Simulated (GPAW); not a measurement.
# Surface energy and work function of V(100) from slabs of 4 to 14 layers (RPBE)

How do energy and work function of V(100) films settle with thickness, and what surface energy follows?

**Method.** GPAW 26.7.0, plane waves at 450 eV with PAW setups; symmetric 1×1 slabs cut at the tabulated lattice constant (two decimals; low-temperature values for the alkali metals), atoms at bulk places, 7.5 Å of vacuum on each side, one in-plane mesh for all thicknesses, Fermi-Dirac smearing of 0.1 eV. Energies are extrapolated to zero smearing and count from the program's reference atoms. Functional RPBE. The cell's area is 9.120 Å².

Results, with one row withheld:

| layers | energy (eV) | work function (eV) |
| --- | --- | --- |
| 4 | −29.2782 | 3.71 |
| 5 | −37.4005 | 3.70 |
| 6 | −45.4492 | 3.70 |
| 7 | −53.4533 | 3.71 |
| 8 | −61.4887 | 3.71 |
| 9 | −69.5199 | 3.71 |
| 10 | −77.5372 | 3.71 |
| 11 | −85.5610 | 3.71 |
| 12 | −93.5932 | 3.71 |
| 14 | ? | ? |

To predict: What surface energy do these runs give, and what energy and work function should the 14-layer slab have?

Worked answer. A slab of n layers has E(n) = nε + 2Aγ once its middle is bulk-like. A line through n = 6 to 12 has the slope ε = −8.0249 eV a layer and the intercept 2Aγ = 2.7090 eV (r.m.s. residual 6.3 meV). So γ = 2.7090 / (2 × 9.120 Å²) = 0.1485 eV/Å² = 2.38 J/m², with a standard error of about 0.01 J/m² from the scatter about the line. For 14 layers: 2.7090 + 14 × (−8.0249) = −109.639 eV; the run gives −109.638 eV, 0.5 meV over the line. The work function has no such law: from 6 to 12 layers it moves between 3.70 and 3.71 eV (mean 3.71), and the 14-layer slab gives 3.71 eV. The thinnest slab, 4 layers, lies 0.00 eV from that mean.

Caveats: The surfaces are unrelaxed, so γ is an upper bound for this functional and lattice constant. The tabulated lattice constant isn't the functional's own, which strains the slab a little. The runs had no spin polarisation.
